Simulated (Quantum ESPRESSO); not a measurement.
# Work-function anisotropy of Al, part 2 of 6

Wanted: work functions of Al face by face, under two functionals.

Quantum ESPRESSO 7.5; plane-wave DFT, PBE, PseudoDojo norm-conserving pseudopotentials.

So far. Step 2 (Relaxation with pw.x of (111), PBE):  On the free atoms the largest force ends at 0.011 eV/Å.

## Step 3: Self-consistent run of (111), PBE

Both faces of the slab are alike, so a plain periodic cell serves and symmetry is kept.

Level of this step: plane-wave DFT, PBE, PseudoDojo norm-conserving pseudopotentials (Quantum ESPRESSO 7.5).

Contents of 111.pbe.in:

```
&control
  prefix = '111.pbe'
  outdir = './out'
  pseudo_dir = './pseudo'
  calculation = 'scf'
  tprnfor = .true.
/
&system
  ibrav = 0
  nat = 5
  ntyp = 1
  ecutwfc = 32
  ecutrho = 128
  occupations = 'smearing'
  smearing = 'mv'
  degauss = 0.02
/
&electrons
  conv_thr = 1e-07
  mixing_beta = 0.4
  electron_maxstep = 120
  mixing_mode = 'local-TF'
/
ATOMIC_SPECIES
  Al  26.9815  Al.dojo-sr-pbe-0.4.1-standard.upf
CELL_PARAMETERS angstrom
  2.86378246380552 0.00000000000000 0.00000000000000
  1.43189123190276 2.48010836456797 0.00000000000000
  0.00000000000000 0.00000000000000 25.35307436087194
ATOMIC_POSITIONS crystal
  Al  0.666666666700 0.666666666700 0.315236618500
  Al  0.000000000000 0.000000000000 0.408161848800
  Al  0.333333333300 0.333333333300 0.500000000000
  Al  0.666666666700 0.666666666700 0.591838151200
  Al  0.000000000000 0.000000000000 0.684763381500
K_POINTS automatic
  12 12 1 0 0 0
```

Command:

```
> OMP_NUM_THREADS=1 mpirun -n 4 pw.x -nk 4 -in 111.pbe.in > 111.pbe.out
```

What it wrote:

```text
[banner, memory and clock lines left out]
Program PWSCF v.7.5 starts
[citation notice left out]

[...]
Message from routine setup:
[...]
bravais-lattice index     =            0
     lattice parameter (alat)  =       5.4118  a.u.
     unit-cell volume          =    1215.1724 (a.u.)^3
     number of atoms/cell      =            5
     number of atomic types    =            1
     number of electrons       =        15.00
     number of Kohn-Sham states=           12
     kinetic-energy cutoff     =      32.0000  Ry
     charge density cutoff     =     128.0000  Ry
     scf convergence threshold =      1.0E-07
     mixing beta               =       0.4000
     number of iterations used =            8  local-TF  mixing
     Exchange-correlation= PBE
                           (   1   4   3   4   0   0   0)

[...]
PseudoPot. # 1 for Al read from file:
     ./pseudo/Al.dojo-sr-pbe-0.4.1-standard.upf
     Pseudo is Norm-conserving + core correction, Zval =  3.0
     Generated using ONCVPSP code by D. R. Hamann
     Using radial grid of 1876 points,  6 beta functions with:
                l(1) =   0
                l(2) =   0
                l(3) =   1
                l(4) =   1
                l(5) =   2
                l(6) =   2

     atomic species   valence    mass     pseudopotential
     Al                3.00    26.98150     Al( 1.00)

     12 Sym. Ops., with inversion, found ( 6 have fractional translation)

[...]
number of k points=    19  Marzari-Vanderbilt smearing, width (Ry)=  0.0200
[...]
Dense  grid:    29669 G-vectors     FFT dimensions: (  24,  24, 180)

     Initial potential from superposition of free atoms

     starting charge      14.9878, renormalised to      15.0000

     negative rho (up, down):  1.675E-05 0.000E+00
     Starting wfcs are   20 randomized atomic wfcs

     per-process dynamical memory:    30.6 Mb

     Self-consistent Calculation

     iteration #  1     ecut=    32.00 Ry     beta= 0.40
     Davidson diagonalization with overlap
     ethr =  1.00E-02,  avg # of iterations =  4.3

     total energy              =     -23.13376122 Ry
     estimated scf accuracy    <       0.35032806 Ry

     iteration #  2     ecut=    32.00 Ry     beta= 0.40
[...]
total energy              =     -23.10162037 Ry
     estimated scf accuracy    <       0.22203794 Ry

     iteration #  3     ecut=    32.00 Ry     beta= 0.40
[...]
total energy              =     -23.12136917 Ry
     estimated scf accuracy    <       0.01658725 Ry

     iteration #  4     ecut=    32.00 Ry     beta= 0.40
[...]
total energy              =     -23.12258852 Ry
     estimated scf accuracy    <       0.01996536 Ry

     iteration #  5     ecut=    32.00 Ry     beta= 0.40
[...]
total energy              =     -23.12260852 Ry
     estimated scf accuracy    <       0.00883749 Ry

     iteration #  6     ecut=    32.00 Ry     beta= 0.40
[...]
total energy              =     -23.12139365 Ry
     estimated scf accuracy    <       0.00495315 Ry

[...]
iteration # 10     ecut=    32.00 Ry     beta= 0.40
[...]
negative rho (up, down):  2.049E-04 0.000E+00

[...]
total energy              =     -23.12160207 Ry
     estimated scf accuracy    <       0.00011628 Ry

     iteration # 11     ecut=    32.00 Ry     beta= 0.40
[...]
negative rho (up, down):  7.942E-05 0.000E+00

[...]
total energy              =     -23.12160928 Ry
     estimated scf accuracy    <       0.00000162 Ry

     iteration # 12     ecut=    32.00 Ry     beta= 0.40
[...]
negative rho (up, down):  4.166E-08 0.000E+00

[...]
total energy              =     -23.12160979 Ry
     estimated scf accuracy    <       0.00000036 Ry

     iteration # 13     ecut=    32.00 Ry     beta= 0.40
[...]
End of self-consistent calculation

          k = 0.0000 0.0000 0.0000 (  3675 PWs)   bands (ev):

    -9.3926  -8.6790  -7.5777  -6.0826  -4.1625  -2.1191   0.3053   2.6595
     4.5005   5.4790   5.7240   7.2229

          k = 0.0000 0.0962 0.0000 (  3675 PWs)   bands (ev):

    -9.2258  -8.5128  -7.4125  -5.9185  -3.9986  -1.9625   0.4616   2.8133
     4.6583   5.6414   5.8869   7.3734

[...]
the Fermi energy is     1.4717 ev

!    total energy              =     -23.12160976 Ry
     estimated scf accuracy    <       0.00000010 Ry
     smearing contrib. (-TS)   =      -0.00029876 Ry
     internal energy E=F+TS    =     -23.12131100 Ry

     The total energy is F=E-TS. E is the sum of the following terms:
     one-electron contribution =    -245.77763341 Ry
     hartree contribution      =     126.67781632 Ry
     xc contribution           =     -10.64806699 Ry
     ewald contribution        =     106.62657309 Ry

     convergence has been achieved in  13 iterations

     Forces acting on atoms (cartesian axes, Ry/au):

     atom    1 type  1   force =    -0.00000000    0.00000000   -0.00031988
     atom    2 type  1   force =    -0.00000000   -0.00000000    0.00028517
     atom    3 type  1   force =     0.00000000    0.00000000    0.00000000
     atom    4 type  1   force =     0.00000000   -0.00000000   -0.00028517
     atom    5 type  1   force =     0.00000000   -0.00000000    0.00031988

     Total force =     0.000606     Total SCF correction =     0.000466
     SCF correction compared to forces is large: reduce conv_thr to get better values

[...]
```

Elapsed: 9.9 s, on 4 MPI ranks of Intel Xeon Platinum 8488C (Sapphire Rapids), shared host; peak memory 0.31 GiB; 39 s of CPU time.

This step gave:

| Quantity | Value |
| --- | --- |
| free energy | -314.5855 eV |
| Fermi energy | 1.472 eV |

## Step 4: Electrostatic potential of (111)

The vacuum level is read from the electrostatic potential (plot_num = 11), averaged over planes.

Contents of 111.pbe.pot.in:

```
&inputpp
  prefix = '111.pbe'
  outdir = './out'
  filplot = '111.pbe.pot.dat'
  plot_num = 11
/
```

Command:

```
> OMP_NUM_THREADS=1 mpirun -n 4 pp.x -in 111.pbe.pot.in > 111.pbe.pot.out
```

What it wrote:

```text
[banner, memory and clock lines left out]
Program POST-PROC v.7.5 starts

          URL

     ./out/111.pbe.save/

     IMPORTANT: XC functional enforced from input :
     Exchange-correlation= PBE
                           (   1   4   3   4   0   0   0)
     Any further DFT definition will be discarded
     Please, verify this is what you really want

     Calling punch_plot, plot_num =  11
     Writing data to file  111.pbe.pot.dat
     Message from routine chdens:
     namelist plot not found or invalid, exiting
```

Elapsed: 1.3 s, on 4 MPI ranks; peak memory 0.09 GiB; 4.3 s of CPU time.

This step gave:

| Quantity | Value |
| --- | --- |
| work function of the upper face | 4.103 eV |
| slope of the potential above | 1.67e-4 eV/Å |
| upper vacuum line continued to the top atoms, over the Fermi level | 4.102 eV |
| work function of the lower face | 4.103 eV |
| slope of the potential below | -1.66e-4 eV/Å |
| lower vacuum line continued to the bottom atoms, over the Fermi level | 4.102 eV |

The potential energy, planar mean oscillates, so the rows of the table below give means over windows of 2.39 Å about each position, cut where the curve ends. Its maxima inside the range that stand out by 2 % of the span (Å: eV): 9.2: -0.410, 11.5: -0.552, 13.8: -0.552, 16.2: -0.410. Its minima: 8.0: -14.7, 10.3: -14.6, 12.7: -14.8, 15.1: -14.6, 17.3: -14.7.

Electrostatic potential energy of an electron; zero at the Fermi level. The potential energy, planar mean by z; means over each step:

z (Å), potential energy, planar mean (eV) and a bar from the least value:
```
     1.20        4.1 ##############################
     3.58        4.1 ##############################
     5.97        3.0 ###########################
     8.36       -6.7 
    10.75       -6.8 
    13.14       -6.8 
    15.53       -6.8 
    17.92       -5.4 ####
    20.31        4.0 ##############################
    22.70        4.1 ##############################
    25.09        4.1 ##############################
```

## Step 5: SCF with pw.x of (111), LDA

The same atoms under a second functional.

Level of this step: plane-wave DFT, LDA, PseudoDojo norm-conserving pseudopotentials (Quantum ESPRESSO 7.5).

111.lda.in, as its differences from the input of step 3:

```diff
@@ -1,3 +1,3 @@
 &control
-  prefix = '111.pbe'
+  prefix = '111.lda'
   outdir = './out'
@@ -24,3 +24,3 @@
 ATOMIC_SPECIES
-  Al  26.9815  Al.dojo-sr-pbe-0.4.1-standard.upf
+  Al  26.9815  Al.dojo-sr-lda-0.4.1-standard.upf
 CELL_PARAMETERS angstrom
```

Command:

```
> OMP_NUM_THREADS=1 mpirun -n 4 pw.x -nk 4 -in 111.lda.in > 111.lda.out
```

What it wrote:

```text
[banner, memory and clock lines left out]
Program PWSCF v.7.5 starts
[...]
Message from routine setup:
[...]
number of electrons       =        15.00
     number of Kohn-Sham states=           12
     kinetic-energy cutoff     =      32.0000  Ry
     charge density cutoff     =     128.0000  Ry
[...]
number of k points=    19  Marzari-Vanderbilt smearing, width (Ry)=  0.0200
[...]
Dense  grid:    29669 G-vectors     FFT dimensions: (  24,  24, 180)
[...]
negative rho (up, down):  1.802E-05 0.000E+00
     Starting wfcs are   20 randomized atomic wfcs
[...]
negative rho (up, down):  2.482E-08 0.000E+00
[...]
estimated scf accuracy    <       0.36031137 Ry
[...]
estimated scf accuracy    <       0.22824665 Ry
[...]
estimated scf accuracy    <       0.01786936 Ry
[...]
estimated scf accuracy    <       0.02120244 Ry
[...]
estimated scf accuracy    <       0.00892662 Ry
[...]
estimated scf accuracy    <       0.00459140 Ry
[...]
negative rho (up, down):  5.201E-03 0.000E+00
[...]
estimated scf accuracy    <       0.00098795 Ry
[...]
negative rho (up, down):  5.867E-03 0.000E+00
[...]
estimated scf accuracy    <       0.00182252 Ry
[...]
negative rho (up, down):  1.449E-03 0.000E+00
[...]
estimated scf accuracy    <       0.00005216 Ry
[...]
negative rho (up, down):  1.831E-04 0.000E+00
[...]
estimated scf accuracy    <       0.00019782 Ry
[...]
negative rho (up, down):  6.144E-05 0.000E+00
[...]
estimated scf accuracy    <       0.00000084 Ry
[...]
negative rho (up, down):  1.690E-05 0.000E+00
[...]
estimated scf accuracy    <       0.00000012 Ry
[...]
the Fermi energy is     1.2911 ev
!    total energy              =     -23.56317068 Ry
     estimated scf accuracy    <       0.00000006 Ry
     smearing contrib. (-TS)   =      -0.00054554 Ry
     internal energy E=F+TS    =     -23.56262514 Ry
[...]
one-electron contribution =    -245.96414400 Ry
     hartree contribution      =     126.70303544 Ry
     xc contribution           =     -10.92808968 Ry
     ewald contribution        =     106.62657309 Ry
     convergence has been achieved in  13 iterations
[...]
Total force =     0.007694     Total SCF correction =     0.000374
[...]
```

Wall time 9.3 s (4 MPI ranks); peak memory 0.3 GiB; 37 s of CPU time.

This step gave:

- free energy: -320.5933 eV
- Fermi energy: 1.291 eV

## Step 6: Electrostatic potential of (111)

Contents of 111.lda.pot.in:

```
&inputpp
  prefix = '111.lda'
  outdir = './out'
  filplot = '111.lda.pot.dat'
  plot_num = 11
/
```

Command:

```
> OMP_NUM_THREADS=1 mpirun -n 4 pp.x -in 111.lda.pot.in > 111.lda.pot.out
```

The job ended after 1.3 s (4 MPI ranks; peak memory 0.09 GiB).

Numbers from this step:

| Property | Result |
| --- | --- |
| work function of the upper face | 4.266 eV |
| slope of the potential above | 3.11e-4 eV/Å |
| upper vacuum line continued to the top atoms, over the Fermi level | 4.265 eV |
| work function of the lower face | 4.266 eV |
| slope of the potential below | -2.05e-4 eV/Å |
| lower vacuum line continued to the bottom atoms, over the Fermi level | 4.265 eV |

On (111) the work function under LDA lies +0.16 eV from PBE's.

(Part 2 of 6 ends here.)

[Logs are printed without paths, hosts, clocks, repeated set-up lines and the standing remarks that a program may print on its own settings, such as how far it seeks lower states.]

[Hosts, paths, dates, database ids (printed as entryN), source tags and the programs' standing remarks are cut or masked in the printed files.]

[Maps of the electrostatic potential energy from Ansatz leave out the sawtooth potential of an applied field or a dipole correction, so their vacuum need not be flat; planar profiles and work functions include it.]
